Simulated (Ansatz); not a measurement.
**KI (Fm-3m): thermal expansion from first principles**

How much does KI expand with temperature?

Measurements to reproduce:
- volume expansion coefficient 113.7 1e-6/K near room temperature (given in “Descriptors for thermal expansion in solids”, 2017, arXiv:1701.03966)

Program: Ansatz 0.2.0. Level of theory: DFT PBE, scalar-relativistic, plane waves, PAW, in the first sound run; inputs show where later runs differ. Results are calculated unless marked as measured.

This is a report of a sequence of runs, with most program output left out.

In doubt: the dispersion correction can have small steps in the geometry for these elements (step 6), which bears on fits and elastic values.

**1. The starting structure**

Symmetry: Fm-3m, No. 225, cubic system. Conventional cell: a = 7.066 Å, b = 7.066 Å, c = 7.066 Å, α = 90.00°, β = 90.00°, γ = 90.00°. Nearest to K lie 6 I at 3.53 Å. Nearest to I lie 6 K at 3.53 Å. Farther neighbours and most contacts between anions are not listed.

**2. A first coarse run**

A cheap single point shows whether the cell is a metal or an insulator and how far it is from rest; that sets the k-mesh and the occupations of what follows.

Input file input.yaml:

```yaml
crystal:
  lattice:
    - [0.0, 3.532775, 3.532775]
    - [3.532775, 0.0, 3.532775]
    - [3.532775, 3.532775, 0.0]
  atoms:
    - { symbol: K, position: [0.0, 0.0, 0.0] }
    - { symbol: I, position: [0.5, 0.5, 0.5] }
kpoints:
  mp_grid: { grid: [4, 4, 4] }
hamiltonian:
  xc: pbe
scf:
  occupations: { method: gaussian, width: 0.1 }
output:
  forces: true
  stress: true
  eigenvalues: true
```

Command:

```bash
$ ansatz run input.yaml --threads 4 --pin off --max-ram 16384MiB --backend cpu --events-out ev --progress --plain --runs-dir out
```

It took 0.22 s on 4 threads of AMD EPYC 9R45, shared host; peak memory 0.39 GiB.

A gap read on the k-mesh alone can miss the band edges.

This step gave:

```
pressure          : 0.5922 GPa
gap on the k-mesh : 3.967 eV
volume per atom   : 44.09 Å³/atom
```

The start is under 0.59 GPa at this level and looks like an insulator or semiconductor on this mesh.

**3. Finding the static equilibrium**

The vibrations must be taken about the equilibrium of this functional, not about the starting cell, so the structure is relaxed.

input.yaml, the sections that differ from step 2:

```yaml
kpoints:
  mp_grid: { grid: [6, 6, 6] }
scf:
  occupations: { method: gaussian, width: 0.02 }
relax:
  adjacent_minimum: "off"
  f_tol: 0.005
  max_steps: 80
  cell: { stress_tol: 0.05 }
# crystal, hamiltonian, output: as in step 2
```

Wall time 0.92 s (4 threads); peak memory 0.45 GiB; 2.9 s of CPU time.

Step by step:

```
step  energy less that of the first step (eV)  largest force component (eV/Å)  pressure (GPa)  volume (Å³)
   1                                   0.0000                          0.0000            0.59        88.18
   2                                  -0.0048                          0.0000            0.34        89.88
   3                                  -0.0076                          0.0000            0.03        92.40
  4*                                  -0.0077                          0.0000            0.03        92.40
```

Relaxation steps marked * repeat the geometry before them on a plane-wave basis chosen anew for their cell, so energy and pressure can jump there.

The run keeps the 48 symmetry operations that it works with, so distortions that break them were not tested.

```
conventional cell, symmetrised  before  after  change
                         a (Å)   7.066  7.176  +1.6 %
                         b (Å)   7.066  7.176  +1.6 %
                         c (Å)   7.066  7.176  +1.6 %
              volume (Å³/atom)   44.09  46.20  +4.8 %
```

Final coordinates:

```xyz
2
Lattice="0.0000 3.5882 3.5882 3.5882 0.0000 3.5882 3.5882 3.5882 0.0000" Properties=species:S:1:pos:R:3 pbc="T T T"
K     0.0000    0.0000    0.0000
I     3.5882    3.5882    3.5882
```

This step gave:

| Property | Result |
| --- | --- |
| pressure | 0.02647 GPa |
| gap on the k-mesh | 3.861 eV |
| volume per atom | 46.20 Å³/atom |

The relaxation ends with a pressure of 0.03 GPa.

**4. Tight relaxation**

The thresholds are tightened for a last relaxation ahead of the phonons, and where mesh or smearing change with them the cell follows.

Input file input.yaml:

```yaml
crystal:
  lattice:
    - [0.0, 3.5881815236, 3.5881815236]
    - [3.5881815236, 0.0, 3.5881815236]
    - [3.5881815236, 3.5881815236, 0.0]
  atoms:
    - { symbol: K, position: [0.0, 0.0, 0.0] }
    - { symbol: I, position: [0.5, 0.5, 0.5] }
kpoints:
  mp_grid: { grid: [8, 8, 8] }
hamiltonian:
  xc: pbe
scf:
  occupations: { method: fixed }
output:
  forces: true
  stress: true
  eigenvalues: true
relax:
  adjacent_minimum: "off"
  f_tol: 0.001
  max_steps: 60
  cell: { stress_tol: 0.01 }
```

Wall time 1.2 s (4 threads); peak memory 0.48 GiB; 3.9 s of CPU time.

Little changed from the start: no atom moved by 0.005 Å and no cell edge by 0.1 %.

Numbers from this step:

* pressure: -7.97e-6 GPa
* gap on the k-mesh: 3.856 eV
* volume per atom: 46.31 Å³/atom

The residual pressure is -8.0e-6 GPa, small enough for phonons.

**5. A new level, relaxed again**

The functional, the potentials or the cutoff change, so the crystal is relaxed again at the new setting.

This step: DFT PBE+D3(BJ), scalar-relativistic, plane waves, PAW (Ansatz 0.2.0).

input.yaml, the sections that differ from step 4:

```yaml
crystal:
  lattice:
    - [0.0, 3.5911563871, 3.5911563871]
    - [3.5911563871, 0.0, 3.5911563871]
    - [3.5911563871, 3.5911563871, 0.0]
  atoms:
    - { symbol: K, position: [0.0, 0.0, 0.0] }
    - { symbol: I, position: [0.5, 0.5, 0.5] }
hamiltonian:
  xc: pbe
  dispersion: d3bj
# kpoints, scf, output, relax: as in step 4
```

It took 1.5 s on 4 threads; peak memory 0.47 GiB.

The steps of the relaxation:

```
step  energy less that of the first step (eV)  largest force component (eV/Å)  pressure (GPa)  volume (Å³)
   1                                   0.0000                          0.0000           -0.82        92.63
   2                                  -0.0108                          0.0000           -0.56        90.14
   3                                  -0.0185                          0.0000            0.10        85.27
   4                                  -0.0186                          0.0000           -0.01        86.00
  5*                                  -0.0183                          0.0000           -0.01        86.00
```

Relaxation steps marked * repeat the geometry before them on a plane-wave basis chosen anew for their cell, so energy and pressure can jump there.

The run keeps the 48 symmetry operations that it works with, so distortions that break them were not tested.

```
conventional cell, symmetrised  before  after  change
                         a (Å)   7.182  7.007  -2.4 %
                         b (Å)   7.182  7.007  -2.4 %
                         c (Å)   7.182  7.007  -2.4 %
              volume (Å³/atom)   46.31  43.00  -7.2 %
```

The relaxed structure:

```
K I
1.0
     0.00000    3.50340    3.50340
     3.50340    0.00000    3.50340
     3.50340    3.50340    0.00000
K I
1 1
Direct
  0.00000 0.00000 0.00000
  0.50000 0.50000 0.50000
```

This step gave:

* pressure: -0.009241 GPa
* gap on the k-mesh: 4.026 eV
* volume per atom: 43.00 Å³/atom

The residual pressure is -0.0092 GPa, small enough for phonons.

**6. The quasi-harmonic study**

Thermal expansion follows from how the free energy of the vibrations (and of the electrons in a metal) changes with strain, so the program makes strained cells, their phonons and a fit in one run.

input.yaml, the sections that differ from step 5:

```yaml
crystal:
  lattice:
    - [0.0, 3.5034048291, 3.5034048291]
    - [3.5034048291, 0.0, 3.5034048291]
    - [3.5034048291, 3.5034048291, 0.0]
  atoms:
    - { symbol: K, position: [0.0, 0.0, 0.0] }
    - { symbol: I, position: [0.5, 0.5, 0.5] }
output:
  eigenvalues: true
phonons:
  method: dfpt
  qmesh: [4, 4, 4]
  temperatures: { t_max: 500.0, t_step: 25 }
  thermal_expansion: {}
# kpoints, hamiltonian, scf: as in step 5
# relax: removed
```

Wall time 9.2 min (4 threads); peak memory 2.3 GiB; 35 min of CPU time.

This step gave:

| Quantity | Value |
| --- | --- |
| pressure | -0.009295 GPa |
| volume expansion coefficient at 298 K | 130.7 1e-6/K |
| C_P at 298 K | 26.10 J/mol-atom/K |
| entropy at 298 K | 53.75 J/mol-atom/K |
| isothermal bulk modulus at 298 K | 10.73 GPa |
| Grüneisen parameter at 298 K | 1.526 |
| volume at 298 K | 44.54 Å³/atom |
| principal linear expansion coefficients at 298 K | 43.57, 43.57, 43.57 1e-6/K |

Strained cells of the study; zero-point energy where phonons were solved; the pressures are stresses at a fixed cutoff and can carry an offset from the finite basis. Expansion cells, by row:

```
cell  |a| (Å)  |b| (Å)  |c| (Å)  V (Å³/atom)  E - E_lowest (meV/atom)  pressure, compression positive (GPa)  gap (eV)  zero-point energy (meV/atom)
   1    4.955    4.955    4.955           43                    0.001                                -0.012     4.026                             -
   2    4.994    4.994    4.994        44.04                    1.036                                -0.306     3.969                             -
   3    4.915    4.915    4.915        41.98                    0.962                                 0.317     4.085                             -
   4    4.954    4.954    4.954        42.98                        0                                -0.007     4.027                          14.5
   5    4.979    4.979    4.979        43.63                      0.4                                -0.195     3.991                         14.13
   6    5.009    5.009    5.009        44.43                    1.891                                -0.405     3.949                         13.69
   7    5.037    5.037    5.037        45.17                    4.167                                -0.581     3.911                          13.3
   8    5.064    5.064    5.064        45.92                    7.276                                -0.743     3.874                          12.9
   9    5.092    5.092    5.092        46.69                    11.18                                -0.891     3.838                         12.52
  10    4.905    4.905    4.905        41.71                    1.582                                 0.413     4.101                             -
  11    4.929    4.929    4.929        42.34                    0.383                                 0.196     4.064                             -
  12    5.133    5.133    5.133        47.82                    18.13                                -1.083     3.787                             -
```

(Part 1 of 2 ends here.)

[Logs are printed without paths, hosts, clocks, repeated set-up lines and the standing remarks that a program may print on its own settings, such as how far it seeks lower states.]

[Hosts, paths, dates, database ids (printed as entryN), source tags and the programs' standing remarks are cut or masked in the printed files.]

[A step with changed settings may run another functional than the one named; its input shows which.]
